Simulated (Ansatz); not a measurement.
# CaTiSe3 (model cell, started as cubic perovskite with Ti in the octahedra): from the cell to its phonons, part 2 of 2

How does CaTiSe3 (model cell, started as cubic perovskite with Ti in the octahedra) vibrate, and is this structure a minimum?

Ansatz 0.2.0; DFT PBEsol, scalar-relativistic, plane waves, PAW; PAW set soft_1.

So far. Step 4 (Relaxing to small forces for the phonons): The forces vanish by symmetry and the pressure is -0.004 GPa, within the tolerances set. The cell now holds 23.83 Å³/atom. The relaxed cell has a = 4.921 Å (conventional setting).

The structure was built from a prototype and need not be the compound's stable phase.

## (5) Modes at Γ

The zone centre comes first: it holds the modes that light can see, as far as symmetry allows. No field response is asked, since the mesh shows no gap.

input.yaml reads:

```yaml
crystal:
  lattice:
    - [4.9205037157, 0.0, 0.0]
    - [0.0, 4.9205037157, 0.0]
    - [0.0, 0.0, 4.9205037157]
  atoms:
    - { symbol: Ca, position: [0.0, 0.0, 0.0] }
    - { symbol: Ti, position: [0.5, 0.5, 0.5] }
    - { symbol: Se, position: [0.5, 0.5, 0.0] }
    - { symbol: Se, position: [0.5, 0.0, 0.5] }
    - { symbol: Se, position: [0.0, 0.5, 0.5] }
kpoints:
  mp_grid: { grid: [8, 8, 8] }
hamiltonian:
  xc: pbesol
  pseudopotentials: { kind: paw, azcp: { folder: soft_1 }, xc_functional: pbe }
scf:
  occupations: { method: methfessel_paxton, width: 0.2 }
output:
  eigenvalues: true
phonons:
  method: dfpt
```

Started as:

```
$ ansatz run input.yaml --threads 4 --pin off --max-ram 16384MiB --backend cpu --events-out ev --progress --plain --runs-dir out
```

Numbers of over 12 decimals in the logs are rounded to 6 here.

What it wrote:

```text
zone centre: on kpoints.mp_grid the ground state, and the responses unless they are solved on pairs of k-points, stand on 125 of the mesh's 512 k-points, reduced under 8 symmetry operations, with k and −k counted as one. Each operation leaves every solved displacement unchanged or reverses it
[...]
Crystal: 5 atoms, lattice volume = 119.132 Å³
Basis set: ecut = 420 eV, 2325 PW (Γ), exchange–correlation on 72×72×72 points (8 copies of the dense FFT grid, shifted against one another)
Bands: 42, of which v1, the nominal top of the filled ones, is band 35 counted from 1 (34 counted from 0)
Symmetry: 48 space group operations
k-points: 125 of 512 (irreducible under 8 space group operations)
[...]
SCF iter   1: F=—  HF=-20548.852501 eV  |F-HF|=—  |Δ(HF+E_count)|=         —  Δρ=1.06e-1  dr2=2.61e1  ethr=3.10e-3  ⟨swp⟩=6.9  Hψ=20176  notcnv=0
[...]
SCF iter  14: F=-20546.032245 eV  HF=-20546.032245 eV  |F-HF|=0.00e0  |Δ(HF+E_count)|=  7.28e-12  S|Δr|=    0.00e0  Δρ=1.88e-8  dr2=4.43e-13  ethr=1.00e-12  ⟨swp⟩=8.9  Hψ=26264  notcnv=0
SCF 1 converged in 14 iterations: F = -20546.032245 eV  dr2 = 4.43e-13
[...]
DFPT response loops at Γ: preconditioner auto → Kerker (q_TF=auto, 2.497 Å⁻¹) (partly filled bands, converged f_vac=0.012); β = 1.00, the filter's whole step (`scf.mixing.beta` (0.50) is not read by the response loops under this deck's `scf.mixing.preconditioner`; to damp them name `kerker` or `kerker_dos`, under which they read `scf.mixing.beta`, and type it under 1.00, their step now; both keys bind the ground state too); Broyden in place of MSR1
SCF converged after 14 iterations
[...]
Free energy (F): -20546.032245 eV
[...]
Internal energy: -20546.032627 eV  (E = F + TS)
E sigma→0 (E₀):  -20546.032341 eV
Entropy (-TS):   0.000382 eV (0.076 meV/atom)
Fermi energy:    8.852161 eV
[...]
--- Band table (eV; the first three rows and the last of 125) ---
  k-point 0: bands = [... 31 lower, 7.4615, 8.3525, 8.3525, 8.3525, 8.4259, 8.4259, 8.4259, 9.7084, ... 3 higher]
  k-point 1: bands = [... 31 lower, 7.2760, 7.7641, 8.1581, 8.1581, 8.3670, 8.9785, 8.9785, 9.7554, ... 3 higher]
  k-point 2: bands = [... 31 lower, 6.7465, 6.9140, 8.0775, 8.0775, 8.4028, 9.6191, 9.6191, 9.8121, ... 3 higher]
  k-point 124: bands = [... 31 lower, 5.1082, 9.0991, 9.0991, 9.0991, 10.1272, 10.1605, 10.1605, 10.1605, ... 3 higher]
--- Phonons (Γ-DFPT): 4 representative perturbations + reference, on 125 of 512 k-points (Σ response iterations 13) ---
  k mesh reduced under 8 symmetry operations, with k and −k counted as one. Each operation leaves every solved displacement unchanged or reverses it
  ASR residual: 3.304e-5 → 0.000e0 eV/Å²; symmetrization residual: 9.746e-6 eV/Å²
  ASR residual per site (eV/Å²): 3.30e-5 2.08e-5 7.08e-6 7.08e-6 7.08e-6
  Γ frequencies (cm⁻¹): -96.72 -96.72 -96.72 -57.43 -57.43 -57.43 -45.76 -45.76 -45.76 0.00 0.00 0.00 260.03 260.03 260.03
  non-analytic LO–TO correction: not included (Born effective charges unavailable; polar crystals: no LO–TO splitting at Γ)
```

It took 1.8 min on 4 threads of Arm Neoverse V1, shared host; peak memory 2.2 GiB; 6.7 min of CPU time.

This step gave:

```
sum-rule residual before enforcement                    : 3.30e-5 eV/Å²
point group                                             : m-3m
highest optical mode at the zone centre (no LO-TO term) : 260.0 cm⁻¹
lowest optical zone-centre mode                         : -96.72 cm⁻¹
```

Patterns of degenerate modes are one choice out of their space. Modes at Γ, with each element's share of the kinetic energy (negative means imaginary):

| mode | frequency (cm⁻¹) | symmetry | Ca % | Ti % | Se % |
| --- | --- | --- | --- | --- | --- |
| 1 | -96.7 | T1u | 86 | 0 | 14 |
| 2 | -96.7 | T1u | 86 | 0 | 14 |
| 3 | -96.7 | T1u | 86 | 0 | 14 |
| 4 | -57.4 | T2u | 0 | 0 | 100 |
| 5 | -57.4 | T2u | 0 | 0 | 100 |
| 6 | -57.4 | T2u | 0 | 0 | 100 |
| 7 | -45.8 | T1u | 2 | 56 | 42 |
| 8 | -45.8 | T1u | 2 | 56 | 42 |
| 9 | -45.8 | T1u | 2 | 56 | 42 |
| 10 | 0.0 | acoustic | 12 | 15 | 73 |
| 11 | 0.0 | acoustic | 12 | 15 | 73 |
| 12 | 0.0 | acoustic | 12 | 15 | 73 |
| 13 | 260.0 | T1u | 0 | 29 | 71 |
| 14 | 260.0 | T1u | 0 | 29 | 71 |
| 15 | 260.0 | T1u | 0 | 29 | 71 |

Displacements in mode 3 (-96.7 cm⁻¹), the largest set to 1:
```
Ca1 -0.36 -0.16  1.00
Ti2  0.02  0.01 -0.05
Se3  0.07  0.03 -0.10
Se4  0.07  0.02 -0.19
Se5  0.04  0.03 -0.19
```

Displacements in mode 14 (260.0 cm⁻¹), the largest set to 1:
```
Ca1  0.00 -0.03  0.00
Ti2  0.00 -0.87 -0.01
Se3  0.00 -0.23  0.02
Se4  0.00  1.00  0.00
Se5  0.00 -0.23  0.00
```

Before it was imposed, the acoustic sum rule was missed by 3.3e-5 eV/Å². Small misses are needed for a sound result but don't prove that mesh and cutoff are converged. The lowest optical mode is imaginary, 96.7i cm⁻¹, so the energy falls along it.

## (6) Phonons on a q mesh

Stability and thermal properties need the whole zone. Linear response on a 2×2×2 q mesh gives force constants as far as a supercell of that size would.

input.yaml, as its differences from that of step 5:

```diff
@@ -22 +22,8 @@
   method: dfpt
+  qmesh: [2, 2, 2]
+  temperatures: { t_max: 1000, t_step: 50 }
+  qpath:
+    path:
+      - [[0.0, 0.0, 0.0], [0.0, 0.5, 0.0], [0.5, 0.5, 0.0], [0.0, 0.0, 0.0], [0.5, 0.5, 0.5], [0.0, 0.5, 0.0]]
+      - [[0.5, 0.5, 0.5], [0.5, 0.5, 0.0]]
+    npoints: 10
```

What it wrote:

```text
[...]
Crystal: 5 atoms, lattice volume = 119.132 Å³
Basis set: ecut = 420 eV, 2325 PW (Γ), exchange–correlation on 72×72×72 points (8 copies of the dense FFT grid, shifted against one another)
Bands: 42, of which v1, the nominal top of the filled ones, is band 35 counted from 1 (34 counted from 0)
Symmetry: 48 space group operations
k-points: 35 of 512
[...]
SCF iter   1: F=—  HF=-20548.852569 eV  |F-HF|=—  |Δ(HF+E_count)|=         —  Δρ=1.06e-1  dr2=2.61e1  ethr=3.10e-3  ⟨swp⟩=6.9  Hψ=5603  notcnv=0
[...]
SCF iter  14: F=-20546.032245 eV  HF=-20546.032245 eV  |F-HF|=3.64e-12  |Δ(HF+E_count)|=  7.28e-12  S|Δr|=    0.00e0  Δρ=1.85e-8  dr2=4.29e-13  ethr=1.00e-12  ⟨swp⟩=8.8  Hψ=7305  notcnv=0
SCF 1 converged in 14 iterations: F = -20546.032245 eV  dr2 = 4.29e-13
[...]
SCF iter   4: F=-20546.032245 eV  HF=-20546.032245 eV  |F-HF|=3.64e-12  |Δ(HF+E_count)|=  3.64e-12  S|Δr|=    0.00e0  Δρ=1.06e-7  dr2=6.72e-12  ethr=1.00e-12  ⟨swp⟩=3.3  Hψ=3224  notcnv=0
SCF 2 converged in 4 iterations: F = -20546.032245 eV  dr2 = 6.72e-12
[...]
phonons: the bands overlap, so this run is a metal and interpolates without the dipole-dipole term. If the crystal is really an insulator or semiconductor, its LO-TO splitting is missing
NSCF: frozen V_eff on 35 k-points
[...]
DFPT response loops at q = (0, 0, 0) (fractional): preconditioner auto → Kerker (q_TF=auto, 2.497 Å⁻¹) (partly filled bands, converged f_vac=0.012); β = 1.00, the filter's whole step (`scf.mixing.beta` (0.50) is not read by the response loops under this deck's `scf.mixing.preconditioner`; to damp them name `kerker` or `kerker_dos`, under which they read `scf.mixing.beta`, and type it under 1.00, their step now; both keys bind the ground state too); Broyden in place of MSR1
[...]
SCF converged after 14 iterations
[...]
Free energy (F): -20546.032245 eV
[...]
Internal energy: -20546.032627 eV  (E = F + TS)
E sigma→0 (E₀):  -20546.032341 eV
Entropy (-TS):   0.000382 eV (0.076 meV/atom)
Fermi energy:    8.852161 eV
[...]
--- Band table (eV; the first three rows and the last of 35) ---
  k-point 0: bands = [... 31 lower, 7.4615, 8.3525, 8.3525, 8.3525, 8.4259, 8.4259, 8.4259, 9.7084, ... 3 higher]
  k-point 1: bands = [... 31 lower, 7.2760, 7.7641, 8.1581, 8.1581, 8.3670, 8.9785, 8.9785, 9.7554, ... 3 higher]
  k-point 2: bands = [... 31 lower, 6.7465, 6.9140, 8.0775, 8.0775, 8.4028, 9.6191, 9.6191, 9.8121, ... 3 higher]
  k-point 34: bands = [... 31 lower, 5.1082, 9.0991, 9.0991, 9.0991, 10.1272, 10.1605, 10.1605, 10.1605, ... 3 higher]
--- Phonons (Γ-DFPT): 4 representative perturbations + reference (Σ response iterations 13) ---
  ASR residual: 3.054e-5 → 0.000e0 eV/Å²; symmetrization residual: 1.033e-5 eV/Å²
  ASR residual per site (eV/Å²): 3.05e-5 1.55e-5 7.94e-6 7.94e-6 7.94e-6
[...]
--- Phonons (arbitrary-q DFPT): 4 irreducible q on the 2×2×2 mesh ---
  q = [0.0000, 0.0000, 0.0000] (star 1, of the zone-centre solve; hermiticity 1.66e-6, symmetrization 6.13e-12): -96.72 -96.72 -96.72 -57.43 -57.43 -57.43 -45.76 -45.76 -45.76 -0.00 -0.00 0.00 260.03 260.03 260.03
  q = [0.0000, 0.0000, -0.5000] (star 3, 9 solved perturbations in 975 linear systems a pass and spin channel, the states on 125 of 512 k-point pairs; hermiticity 9.67e-7, symmetrization 2.54e-12): -87.32 -87.32 -54.95 -54.95 -45.02 -40.60 -40.60 -9.67 69.94 69.94 81.86 240.64 248.51 258.63 258.63
[...]
sum rule: each row above includes the acoustic sum rule's correction from the zone centre's row sums; it moved no ω² by more than (0.46 cm⁻¹)²
  mesh force constants: q→R imaginary residual 4.11e-18; ASR residual 3.054e-5 → 0.000e0 eV/Å²; symmetrization residual 8.882e-15 eV/Å²
  interpolated dispersion: 62 rows × 15 modes
  density of states and harmonic sums: on the 14×14×14 q-mesh, interpolated from the force constants of a 2×2×2 supercell (no non-analytic term)
  largest difference from the sums on the solved wave vectors: F 2.33e-1 eV, S 3.19e-4 and C_V 8.71e-5 eV/K
  zero-point energy: 0.084999 eV/cell   skipped modes (ω ≤ 0): 749, of them read as no rigid motion or as one in doubt: 746 (6.116e0 modes/cell left out, lowest -103.76 cm⁻¹)   left out of the sums: 4.08e-1 of the cell's modes: C_V's classical limit lies that fraction below 3 k_B per atom; for a crystal, a wire or a layer, F and S can be off by more, and a phonons.interpolated_qmesh denser along its periods is the remedy for the sampling
```

Wall time 7.6 min (4 threads); peak memory 1.9 GiB; 30 min of CPU time.

Numbers from this step:

| Quantity | Value |
| --- | --- |
| sum-rule residual before enforcement | 3.05e-5 eV/Å² |
| lowest frequency on the path | -103.8 cm⁻¹ |
| highest frequency on the path or at a solved wavevector | 288.5 cm⁻¹ |
| lowest mode on the q mesh (acoustic modes at Γ apart) | -103.8 cm⁻¹ |

Frequencies (cm⁻¹) solved at each irreducible wavevector; negative means imaginary. Frequencies by wavevector, by row:

| q in reciprocal lattice units | star | mode 1 | mode 2 | mode 3 | mode 4 | mode 13 | mode 14 | mode 15 |
| --- | --- | --- | --- | --- | --- | --- | --- | --- |
| 0 0 0 | 1 | -96.7 | -96.7 | -96.7 | -57.4 | 260 | 260 | 260 |
| 0 0 -0.5 | 3 | -87.3 | -87.3 | -55 | -55 | 248.5 | 258.6 | 258.6 |
| 0 -0.5 -0.5 | 3 | -101.1 | -91 | -91 | -68.1 | 243.4 | 258 | 265.2 |
| -0.5 -0.5 -0.5 | 1 | -103.8 | -103.8 | -103.8 | -88.7 | 243.6 | 243.6 | 279.8 |

Interpolated from a 2×2×2 q mesh. Phonon branches along the path, in cm⁻¹:

| point | branch 1 | branch 2 | branch 3 | branch 4 | branch 12 | branch 13 | branch 14 | branch 15 |
| --- | --- | --- | --- | --- | --- | --- | --- | --- |
| Γ | -97 | -97 | -97 | -57 | 0 | 260 | 260 | 260 |
| halfway | -92 | -92 | -73 | -52 | 154 | 259 | 259 | 262 |
| X | -87 | -87 | -55 | -55 | 241 | 248 | 259 | 259 |
| halfway | -90 | -81 | -79 | -77 | 217 | 242 | 258 | 272 |
| M | -101 | -91 | -91 | -68 | 243 | 243 | 258 | 265 |
| halfway | -88 | -86 | -82 | -69 | 161 | 243 | 259 | 274 |
| Γ | -97 | -97 | -97 | -57 | 0 | 260 | 260 | 260 |
| halfway | -86 | -85 | -85 | -74 | 168 | 240 | 240 | 286 |
| R | -104 | -104 | -104 | -89 | 244 | 244 | 244 | 280 |
| halfway | -88 | -86 | -84 | -82 | 205 | 238 | 243 | 286 |
| X | -87 | -87 | -55 | -55 | 241 | 248 | 259 | 259 |
| jump to R | -104 | -104 | -104 | -89 | 244 | 244 | 244 | 280 |
| halfway | -102 | -91 | -91 | -79 | 220 | 243 | 243 | 285 |
| M | -101 | -91 | -91 | -68 | 243 | 243 | 258 | 265 |

Tetrahedra on a 14×14×14 mesh, mean over bins of 5 cm-1. Interpolated from a 2×2×2 q mesh. Table of phonon density of states by wavenumber; read off at these points:

| wavenumber (cm⁻¹) | phonon density of states (1/cm⁻¹/cell) |
| --- | --- |
| -102 | 0.0100 |
| -92 | 0.103 |
| -88 | 0.308 |
| -82 | 0.172 |
| -72 | 0.0574 |
| -62 | 0.035 |
| -48 | 0.0634 |
| -42 | 0.0654 |
| -38 | 0.0369 |
| -28 | 0.0290 |
| -18 | 0.0119 |
| -8 | 0.0103 |
| 2 | 0.0094 |
| 12 | 0.0101 |
| 22 | 0.0161 |
| 32 | 0.0226 |
| 48 | 0.0321 |
| 58 | 0.0357 |
| 68 | 0.0445 |
| 78 | 0.0439 |
| 88 | 0.0537 |
| 98 | 0.0597 |
| 108 | 0.0481 |
| 112 | 0.0685 |
| 118 | 0.0514 |
| 128 | 0.02 |
| 138 | 0.0202 |
| 152 | 0.00603 |
| 162 | 0.00326 |
| 172 | 0.00516 |
| 182 | 0.00607 |
| 192 | 0.00795 |
| 202 | 0.015 |
| 212 | 0.0251 |
| 222 | 0.0156 |
| 232 | 0.00627 |
| 242 | 0.143 |
| 248 | 0.0488 |
| 258 | 0.0831 |
| 268 | 0.0220 |
| 278 | 0.0461 |
| 288 | 0.0371 |

The partial phonon density of states has structure finer than the step of the table below, so its rows give means over 20 cm⁻¹, whole bins alone (the curve runs from -112 to 307 cm⁻¹). Peaks (cm⁻¹: height): Ca -86.1: 0.197; Se -88.7: 0.0444, -57.1: 0.0545, -43.9: 0.0453, 61.6: 0.0511, 85.4: 0.0439, 98.6: 0.0599, 111.7: 0.059; Ti -54.4: 0.0140, 106.5: 0.0142, 241.0: 0.0954.

Phonopy on the run's constants, 11x11x11 mesh, Gaussian sigma 3.0 cm-1. Interpolated from a 2×2×2 q mesh. The partial phonon density of states by wavenumber; means over each step; values in 1/cm⁻¹/cell:

| wavenumber (cm⁻¹) | Ca | Se | Ti |
| --- | --- | --- | --- |
| -100 | 0.0291 | 0.0209 | 3.5e-4 |
| -80 | 0.103 | 0.0353 | 0.00257 |
| -60 | 0.00416 | 0.0395 | 0.00692 |
| -40 | 0.00135 | 0.0344 | 0.00378 |
| -20 | 6.1e-4 | 0.0132 | 0.00271 |
| 0 | 3.5e-4 | 0.00488 | 0.00159 |
| 20 | 0.00137 | 0.0159 | 0.00584 |
| 40 | 0.00181 | 0.0217 | 0.00502 |
| 60 | 0.00241 | 0.0318 | 0.00294 |
| 80 | 0.00117 | 0.0377 | 0.00469 |
| 100 | 0.00189 | 0.0499 | 0.00807 |
| 120 | 9.6e-4 | 0.0306 | 0.00507 |
| 140 | 9.1e-4 | 0.0145 | 0.00414 |
| 160 | 1.5e-4 | 0.00374 | 0.00409 |
| 180 | 5.9e-5 | 6.8e-4 | 0.00173 |
| 200 | 2.0e-4 | 0.00662 | 0.00928 |
| 220 | 1.6e-4 | 0.00766 | 0.00996 |
| 240 | 4.9e-4 | 0.0182 | 0.0496 |
| 260 | 2.9e-5 | 0.0298 | 0.0139 |
| 280 | 9.0e-5 | 0.0314 | 0.00728 |

Symmetry leaves 4 wavevectors to solve. The lowest mode among them, the acoustic zeros apart, lies at q = (-0.5, -0.5, -0.5) and is imaginary, 103.8i cm⁻¹, so the energy falls along it.

## (7) Outcome

| Quantity | Value |
| --- | --- |
| space group after relaxation (within 0.01 Å) | Pm-3m |
| volume per atom | 23.8 Å³ |
| electronic character | no gap on this mesh |
| highest optical mode at the zone centre (no LO-TO term) | 260 cm⁻¹ |
| lowest optical zone-centre mode | -96.7 cm⁻¹ |
| lowest mode on the q mesh (acoustic modes at Γ apart) | -104 cm⁻¹ |
| highest frequency on the path or at a solved wavevector | 288 cm⁻¹ |
| imaginary modes on the 2×2×2 q mesh | yes |

What this shows: Modes are clearly imaginary (beyond 10i cm⁻¹) at 4 of the 4 irreducible wavevectors, most at q = (-0.5, -0.5, -0.5) (103.8i cm⁻¹), so this structure is not a minimum of the energy. The optical modes at Γ span -97 to 260 cm⁻¹ (negative means imaginary). The highest mode in this list at Γ, 260.0 cm⁻¹, is mostly motion of Se (71 % of the kinetic energy). With no gap, or one that is small against the smearing, the frequencies hang on the k mesh and the smearing, most of all near Kohn anomalies. The PAW files were made for PBE and serve the other functionals too. The starting cell was built on a prototype and not taken from a measurement, so the phase need not exist. These are harmonic frequencies at zero temperature: anharmonic shifts, linewidths and thermal expansion are left out.

[Logs are printed without paths, hosts, clocks, repeated set-up lines and the standing remarks that a program may print on its own settings, such as how far it seeks lower states.]

[Hosts, paths, dates, database ids (printed as entryN), source tags and the programs' standing remarks are cut or masked in the printed files.]
